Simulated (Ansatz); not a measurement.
## LaGaO3 (R-3c): how G0W0 depends on its starting point

Aim: G0W0 for LaGaO3 (R-3c) on several starting functionals, at one mesh, band count and screening cutoff.

Calculated with Ansatz 0.2.0; G0W0 on several functionals, plane waves, PAW.

## Step 1: The structure

The structure is trigonal, space group R-3c (No. 167). The conventional cell has a = 5.543 Å, b = 5.543 Å, c = 13.433 Å, α = 90.00°, β = 90.00°, γ = 120.00°. Nearest to La lie 12 O at 2.47 to 3.08 Å. Nearest to Ga lie 6 O at 1.98 Å. Nearest to O lie 2 Ga at 1.98 Å and 4 La at 2.47 to 3.08 Å. Farther neighbours and most contacts between anions are not listed.

As a file:

```cif
data_structure
_symmetry_space_group_name_H-M 'P 1'
_symmetry_Int_Tables_number 1
_cell_length_a 5.5036
_cell_length_b 5.5036
_cell_length_c 5.5036
_cell_angle_alpha 60.472
_cell_angle_beta 60.472
_cell_angle_gamma 60.472
_cell_volume 119.14
loop_
_atom_site_label
_atom_site_type_symbol
_atom_site_fract_x
_atom_site_fract_y
_atom_site_fract_z
_atom_site_occupancy
La1 La 0.25000 0.25000 0.25000 1
La2 La 0.75000 0.75000 0.75000 1
Ga3 Ga 0.00000 0.00000 0.00000 1
Ga4 Ga 0.50000 0.50000 0.50000 1
O5 O 0.80480 0.69520 0.25000 1
O6 O 0.25000 0.80480 0.69520 1
O7 O 0.69520 0.25000 0.80480 1
O8 O 0.19520 0.30480 0.75000 1
O9 O 0.75000 0.19520 0.30480 1
O10 O 0.30480 0.75000 0.19520 1
```

The cell and positions come from the Crystallography Open Database and are kept as given unless a step says otherwise. Spin-orbit coupling is left out unless a step names it.

## Step 2: G0W0 on r2SCAN

G0W0 replaces the xc potential by the self-energy, built once from these orbitals. Only a window of levels is corrected, while the sums run over the empty bands that the input names. This step takes hard PAW files.

This step: G0W0 on r2SCAN, plane waves, PAW.

input.yaml reads:

```yaml
crystal:
  lattice:
    - [2.77145, 1.6000974035, 4.4776]
    - [-2.77145, 1.6000974035, 4.4776]
    - [0.0, -3.2001948071, 4.4776]
  atoms:
    - { symbol: La, position: [0.25, 0.25, 0.25] }
    - { symbol: La, position: [0.75, 0.75, 0.75] }
    - { symbol: Ga, position: [0.0, 0.0, 0.0] }
    - { symbol: Ga, position: [0.5, 0.5, 0.5] }
    - { symbol: O, position: [0.8048, 0.6952, 0.25] }
    - { symbol: O, position: [0.25, 0.8048, 0.6952] }
    - { symbol: O, position: [0.6952, 0.25, 0.8048] }
    - { symbol: O, position: [0.1952, 0.3048, 0.75] }
    - { symbol: O, position: [0.75, 0.1952, 0.3048] }
    - { symbol: O, position: [0.3048, 0.75, 0.1952] }
kpoints:
  mp_grid: { grid: [4, 4, 4] }
hamiltonian:
  xc: r2scan
  pseudopotentials: { kind: paw, source: ansatz }
scf:
  occupations: { method: fixed }
gw:
  n_empty_bands: 708
  ecut_chi: 190.0
  qp_bands: [v3, c3]
  qp_kpoints: band_edges
  screening: { model: contour_deformation }
```

Run with:

```
ansatz run input.yaml --threads 4 --pin off --max-ram 138240MiB --backend cuda --events-out ev --progress --plain --runs-dir out --devices 1 --max-vram 26GiB
```

Numbers of over 12 decimals in the logs are rounded to 6 here.

Output:

```text
GPUs: using 1 of 1 available (devices: 1).
Engine: ansatz 0.2.0, x86_64-unknown-linux-gnu
Pseudopotentials: kind: paw
Pseudopotential: La, paw, valence charge 11, recommended cutoff 600 eV (normal), La.paw.azcp
Pseudopotential: Ga, paw, valence charge 21, recommended cutoff 1300 eV (meta_gga), Ga.paw.azcp
Pseudopotential: O, paw, valence charge 6, recommended cutoff 1050 eV (meta_gga), O.paw.azcp
Functional definition: r2SCAN
  parameter k0 = 0.174
  parameter k1 = 0.065
  parameter a1 = 4.9479
  exchange = r2scan_x(k0 = k0, k1 = k1, a1 = a1)
  correlation = r2scan_c
device memory: the entry about to start is reckoned to put 6.1 GiB on a device that reports 64.8 GiB free (of which the cap on the GPU budget leaves the run 26.0 GiB)
GPU FFT provider: cuFFT
GPU libraries: cuBLAS 13.8.2, cuFFT 12.4.0, cuSOLVER 12.3.4
Crystal: 10 atoms, lattice volume = 119.138 Å³
Basis set: ecut = 1300 eV, 12633 PW (Γ), exchange–correlation on 384×384×384 points (64 copies of the dense FFT grid, shifted against one another)
Bands: 60, of which v1, the nominal top of the filled ones, is band 50 counted from 1 (49 counted from 0)
Symmetry: 12 space group operations
Space group: R-3c (ITA 167), of the structure as read, at distance tolerance 4.9e-5 Å
k-points: 13 of 64
Non-local potential: La, projectors of the file, l = 0: 3, l = 1: 3, l = 2: 2, l = 3: 3
Non-local potential: Ga, projectors of the file, l = 0: 3, l = 1: 3, l = 2: 3, l = 3: 2
Non-local potential: O, projectors of the file, l = 0: 2, l = 1: 2, l = 2: 1
PAW form: soft (Blöchl's): semilocal exchange-correlation on the pseudo side does not see the compensation charge
PAW frozen core: La, regenerated for the run's functional (the file was generated under x = pbe(κ = 0.804, μ = 0.219515), c = pbe(β = 0.066725))
PAW frozen core: Ga, regenerated for the run's functional (the file was generated under x = pbe(κ = 0.804, μ = 0.219515), c = pbe(β = 0.066725))
PAW frozen core: O, regenerated for the run's functional (the file was generated under x = pbe(κ = 0.804, μ = 0.219515), c = pbe(β = 0.066725))
PAW one-centre angular grid: La, 974 points (default); XC on 224 Gauss nodes
PAW one-centre angular grid: Ga, 590 points (default); XC on 160 Gauss nodes
PAW one-centre angular grid: O, 302 points (default); XC on 160 Gauss nodes
Initial density: superposition of atomic densities (chi_scale 0.1, normalization cell, long waves kept (reshape's long-wave potential 0.00 eV rms))
Initial wavefunctions: pseudopotential atomic-orbital guess
GPU buffer pool allocated for 884736 grid points (all kernels)
GPU transforms: local potential and band sums: pruned to the plane-wave sphere, on 72×72×72
Functional: x = r2scan, c = r2scan; τ floored in thin density (d = 2e-4 eV/Å³)
SCF iter   1: F=—  HF=-32854.229240 eV  |F-HF|=—  |Δ(HF+E_count)|=         —  Δρ=9.52e-2  dr2=4.95e0  dr2_τ=5.89e-1  ethr=3.10e-3  ⟨swp⟩=4.2  Hψ=2731  notcnv=0  defer=25
preconditioner: auto → Resta (q_TF=auto, 2.650 Å⁻¹)  ε∞=6.2  [insulator: Δε(μ)=3.629 eV  Ē_g=13.372 eV  n_scr=26 (ndim 8)  ℏωp=30.4 eV  f_vac=0.000  ε∞_Penn≈6.2]
SCF iter   2: F=—  HF=-32854.031368 eV  |F-HF|=—  |Δ(HF+E_count)|=   1.98e-1  Δρ=3.42e-2  dr2=8.56e-1  dr2_τ=5.54e-1  ethr=3.10e-3  ⟨swp⟩=3.3  Hψ=1780  notcnv=0  defer=42
SCF iter   3: F=—  HF=-32854.206534 eV  |F-HF|=—  |Δ(HF+E_count)|=   1.75e-1  Δρ=1.87e-2  dr2=2.72e-1  dr2_τ=5.65e-2  ethr=8.56e-4  ⟨swp⟩=3.5  Hψ=1343  notcnv=0  defer=86
SCF iter   4: F=—  HF=-32854.265898 eV  |F-HF|=—  |Δ(HF+E_count)|=   5.94e-2  Δρ=2.59e-3  dr2=6.21e-3  dr2_τ=4.93e-3  ethr=2.72e-4  ⟨swp⟩=4.0  Hψ=1414  notcnv=0  defer=102
SCF iter   5: F=—  HF=-32854.266003 eV  |F-HF|=—  |Δ(HF+E_count)|=   1.04e-4  Δρ=1.18e-3  dr2=1.33e-3  dr2_τ=6.94e-4  ethr=6.21e-6  ⟨swp⟩=3.5  Hψ=1375  notcnv=0  defer=101
SCF iter   6: F=—  HF=-32854.265963 eV  |F-HF|=—  |Δ(HF+E_count)|=   3.97e-5  Δρ=4.22e-4  dr2=9.01e-5  dr2_τ=4.50e-5  ethr=1.33e-6  ⟨swp⟩=2.0  Hψ=1310  notcnv=0  defer=101
SCF iter   7: F=—  HF=-32854.265961 eV  |F-HF|=—  |Δ(HF+E_count)|=   1.63e-6  Δρ=7.74e-5  dr2=4.57e-6  dr2_τ=5.54e-7  ethr=9.01e-8  ⟨swp⟩=2.4  Hψ=1448  notcnv=0  defer=101
SCF iter   8: F=—  HF=-32854.265963 eV  |F-HF|=—  |Δ(HF+E_count)|=   1.48e-6  Δρ=1.72e-5  dr2=1.57e-7  dr2_τ=1.69e-8  ethr=4.57e-9  ⟨swp⟩=2.0  Hψ=1308  notcnv=0  defer=101
SCF iter   9: F=-32854.265963 eV  HF=-32854.265963 eV  |F-HF|=1.93e-9  |Δ(HF+E_count)|=   2.25e-8  Δρ=1.87e-6  dr2=4.28e-9  dr2_τ=1.23e-9  ethr=1.00e-10  ⟨swp⟩=15.0  Hψ=3686  notcnv=0
SCF 1 converged in 9 iterations: F = -32854.265963 eV  dr2 = 4.28e-9
  greatest PAW one-centre occupation: 0.995 electrons in one spin orbital (limit 2), on the Ga atom at site 3 (counted from 0), in its partial waves of l = 0
device memory: the entry about to start is reckoned to put 6.4 GiB (of the 6.6 GiB reckoned in all, the device holds 0.2 GiB already) on a device that reports 64.6 GiB free (of which the cap on the GPU budget leaves the run 25.8 GiB)
NSCF: frozen V_eff on 13 k-points
the band table was solved once the SCF had ended and its energy, with any forces and stress, was formed, with the checks that follow a solve (3181 applications of the Hamiltonian). They found nothing against the state; the energy, forces and stress were not computed again (output.eigenvalues in the input reference)
[...]
ik  band        ε_KS         Σx   Σc(E_QP)       V_xc       Z   E_QP_lin       E_QP  E_QP is
     0    48     11.2168   -28.1749     4.1378   -23.4547  0.7780    10.6311    10.6344  root
     0    49     11.2168   -28.1749     4.1378   -23.4547  0.7780    10.6311    10.6344  root
     0    50     11.2459   -26.2216     4.1758   -21.5042  0.7699    10.7011    10.7043  root
     0    51     15.7539   -13.2247    -4.0663   -18.0241  0.8310    16.4898    16.4869  root
     0    52     16.1351   -11.3860    -5.4605   -18.2286  0.8086    17.5395    17.5171  root
     0    53     16.1351   -11.3860    -5.4605   -18.2286  0.8086    17.5395    17.5171  root
     1    48     11.0566   -26.8425     4.1608   -22.1128  0.7727    10.4843    10.4877  root
     1    49     11.1924   -26.2762     4.1447   -21.5545  0.7720    10.6120    10.6155  root
     1    50     11.2188   -26.3017     4.1803   -21.5645  0.7705    10.6586    10.6619  root
     1    51     16.3457   -14.0262    -6.6433   -22.8414  0.7865    18.5991    18.5175  root
     1    52     16.3597   -15.1955    -7.1409   -24.8219  0.7780    18.9676    18.8452  root ?
     1    53     16.4822   -16.4384    -6.7069   -25.5260  0.7819    18.9641    18.8628  root ?
     2    48     10.9830   -26.5561     4.1840   -21.8031  0.7711    10.4105    10.4140  root
     2    49     11.2434   -26.3446     4.1679   -21.6008  0.7716    10.6640    10.6675  root
     2    50     11.2434   -26.3446     4.1679   -21.6008  0.7716    10.6640    10.6675  root
     2    51     16.4942   -18.5576    -8.7574   -30.5607  0.7520    20.0606    19.7400  root ?
     2    52     16.4942   -18.5576    -8.7574   -30.5607  0.7520    20.0606    19.7400  root ?
     2    53     16.5349   -18.7289    -8.8925   -30.8931  0.7492    20.1500    19.8066  root ?
     3    48     10.9043   -25.9176     4.2017   -21.1411  0.7687    10.3259    10.3295  root
     3    49     11.1152   -27.4596     4.1501   -22.7374  0.7748    10.5398    10.5431  root
     3    50     11.2565   -27.2075     4.1725   -22.4680  0.7738    10.6862    10.6895  root
     3    51     16.3900   -15.4680    -7.3570   -25.3992  0.7750    19.1039    18.9642  root ?
     3    52     16.4536   -16.0643    -7.4461   -26.1739  0.7721    19.2714    19.1171  root ?
     3    53     16.5408   -19.6745    -9.3963   -32.5223  0.7425    20.4205    19.9923  root ?
     4    48     10.7358   -26.1504     4.2078   -21.3338  0.7701    10.1228    10.1269  root
     4    49     10.8808   -26.2664     4.2049   -21.4565  0.7706    10.2718    10.2758  root
     4    50     11.3439   -26.7692     4.1837   -22.0215  0.7723    10.7766    10.7799  root
     4    51     16.5024   -19.2530    -9.1340   -31.7681  0.7464    20.2661    19.8836  root ?
     4    52     16.5163   -19.0508    -9.0474   -31.4369  0.7473    20.2233    19.8550  root ?
     4    53     16.5446   -19.4925    -9.2464   -32.1490  0.7443    20.3584    19.9547  root ?
     5    48     10.8456   -25.9088     4.2288   -21.0841  0.7687    10.2457    10.2497  root
     5    49     10.8821   -26.1229     4.2092   -21.3354  0.7693    10.3001    10.3038  root
     5    50     11.3558   -26.5800     4.1726   -21.8497  0.7718    10.7948    10.7980  root
     5    51     16.4784   -17.5363    -8.2418   -28.8054  0.7594    19.7528    19.5057  root ?
     5    52     16.4869   -18.5116    -8.7116   -30.4551  0.7524    20.0333    19.7188  root ?
     5    53     16.5594   -19.7281    -9.3909   -32.5689  0.7421    20.4388    20.0092  root ?
     6    48     10.5904   -25.4815     4.2313   -20.6076  0.7681     9.9430     9.9478  root
     6    49     11.1535   -28.5409     4.1364   -23.8218  0.7788    10.5676    10.5708  root
[...]
6    51     16.4939   -19.4503    -9.2915   -32.1730  0.7446    20.3328    19.9251  root ?
     6    52     16.5081   -19.4655    -9.2678   -32.1590  0.7448    20.3389    19.9339  root ?
     6    53     16.5248   -19.4284    -9.2636   -32.1047  0.7445    20.3420    19.9375  root ?
[...]
7    53     16.5932   -19.7794    -9.4350   -32.6621  0.7410    20.4793    20.0408  root ?
[...]
8    51     16.4952   -17.8615    -8.3697   -29.3184  0.7573    19.8482    19.5824  root ?
     8    52     16.5147   -18.7674    -8.8695   -30.9132  0.7497    20.1308    19.7909  root ?
     8    53     16.5424   -19.1284    -9.0645   -31.5333  0.7465    20.2560    19.8829  root ?
[...]
9    51     16.4871   -18.9296    -8.9702   -31.2240  0.7489    20.1656    19.8113  root ?
     9    52     16.5237   -19.1320    -9.0770   -31.5638  0.7471    20.2518    19.8786  root ?
     9    53     16.5558   -19.6953    -9.3558   -32.4899  0.7424    20.4194    19.9946  root ?
[...]
10    49     10.8040   -26.9760     4.1971   -22.1854  0.7725    10.2067    10.2105  root
    10    50     11.1585   -26.5665     4.1544   -21.8427  0.7720    10.5857    10.5891  root
    10    51     16.5200   -19.1156    -9.0623   -31.5233  0.7469    20.2371    19.8654  root ?
    10    52     16.5262   -19.0330    -9.0124   -31.3740  0.7478    20.2182    19.8548  root ?
    10    53     16.5641   -19.4319    -9.2448   -32.0698  0.7439    20.3609    19.9573  root ?
    11    48     10.7302   -26.5697     4.1690   -21.7942  0.7722    10.1197    10.1238  root
    11    49     10.9627   -26.0333     4.2146   -21.2226  0.7696    10.3626    10.3665  root
    11    50     10.9627   -26.0333     4.2146   -21.2226  0.7696    10.3626    10.3665  root
    11    51     16.5204   -19.4829    -9.2396   -32.1353  0.7445    20.3358    19.9331  root ?
    11    52     16.5204   -19.4829    -9.2396   -32.1353  0.7445    20.3358    19.9331  root ?
    11    53     16.5994   -19.6468    -9.2876   -32.3449  0.7427    20.4255    20.0098  root ?
    12    48     10.8611   -26.1364     4.1578   -21.3785  0.7711    10.2570    10.2610  root
    12    49     10.8611   -26.1364     4.1578   -21.3785  0.7711    10.2570    10.2610  root
    12    50     10.8611   -26.1364     4.1578   -21.3785  0.7711    10.2570    10.2610  root
    12    51     16.5884   -18.7643    -8.8782   -30.8944  0.7483    20.1839    19.8403  root ?
    12    52     16.5884   -18.7643    -8.8782   -30.8944  0.7483    20.1839    19.8403  root ?
    12    53     16.5884   -18.7643    -8.8782   -30.8944  0.7483    20.1839    19.8403  root ?
[key lines of the parts left out:]
SCF converged after 9 iterations
Free energy (F): -32854.265963 eV
Fermi energy:    11.384375 eV
```

Elapsed: 2 min, on 1 × NVIDIA H100 80GB HBM3 (shared by 3 runs) with 4 threads of AMD EPYC 7R13 (Zen 3), shared host; peak memory 7 GiB.

The column dr2 measures how far the density is from self-consistency, as an energy; F and HF (Harris–Foulkes) agree once it is small.

Numbers from this step:

```
bands summed                                 : 758
RPA ε∞ on this mesh (eigenvalues)            : 4.247, 4.416, 4.416
plane waves in the screening matrix          : 725
q-points in the mesh                         : 64
G0W0 gap on the mesh                         : 5.665 eV
k of the valence top                         : 0, -0.5, -0.5
k of the conduction bottom                   : 0, 0, 0
starting gap on the mesh                     : 4.369 eV
Z at the valence top                         : 0.7708
Z at the conduction bottom                   : 0.8310
least direct G0W0 gap on the computed points : 5.783 eV
```

The gap on the mesh goes from 4.37 eV to 5.67 eV, a correction of +1.30 eV. Between the two edge states, bare exchange in place of the xc potential would open the gap by 9.55 eV, and correlation takes back 8.26 eV.

(Continued in part 2 of 2.)

[Paths, hosts, dates, memory and timing lines, banners, echoed tables and standing remarks are left out of the program output.]

[Logs are printed without paths, hosts, clocks, repeated set-up lines and the standing remarks that a program may print on its own settings, such as how far it seeks lower states.]

[Runs of the session that timed out or met a known fault of the program may be left out.]

[Cells called generated may have been cut or substituted from an entry of the Crystallography Open Database or the Materials Project.]

[Hosts, paths, dates, database ids (printed as entryN), source tags and the programs' standing remarks are cut or masked in the printed files.]
